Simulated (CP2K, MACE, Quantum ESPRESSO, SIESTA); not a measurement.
# Ranking relaxed geometries by hand: amorphous carbon (123 atoms)

The cell holds 123 atoms (123 C). Recipe: 123 atoms (123 C) placed at random at 1.8 g/cm³, melted at 6000 K for 10 ps at fixed volume with the LCBOP (Los and Fasolino, Phys. Rev. B 68, 024107 (2003)). Quenched from 5000 K to 300 K at 500 K/ps and fixed volume, held 5 ps, then minimised at fixed cell.

Each method relaxed the atoms from this start in the fixed cell; Quantum ESPRESSO 7.5 (PBE; plane waves, SSSP efficiency, 45/360 Ry; k-points Γ) then solved the start and every end.

| geometry | free energy (eV) | r.m.s. force (eV/Å) |
| --- | --- | --- |
| start | -30750.889 | 1.371 |
| end of MACE MPA-0 medium | -30761.619 | 0.561 |
| end of CP2K double zeta | -30770.587 | 0.118 |
| end of SIESTA DZP | -30760.750 | 0.268 |

**Question.** Find the energy that each relaxation gains per atom at this level, and what share of the best gain each reaches. Compare the gap between best and worst with kT at 300 K (25.9 meV).

**Working.**

MACE MPA-0 medium: -30750.889 − (-30761.619) = 10.729 eV, or 87.2 meV an atom; 54 % of the best.

CP2K double zeta: -30750.889 − (-30770.587) = 19.698 eV, or 160.1 meV an atom; 100 % of the best.

SIESTA DZP: -30750.889 − (-30760.750) = 9.861 eV, or 80.2 meV an atom; 50 % of the best.

CP2K double zeta gains most. SIESTA DZP ends 9.837 eV higher for the cell, 80.0 meV an atom, which is 3.1 kT an atom and 380 kT for the cell.

Limits: no end is a minimum of this level; CP2K double zeta and SIESTA DZP stopped short of the threshold.

[Hosts, paths, dates, database ids (printed as entryN), source tags and the programs' standing remarks are cut or masked in the printed files.]
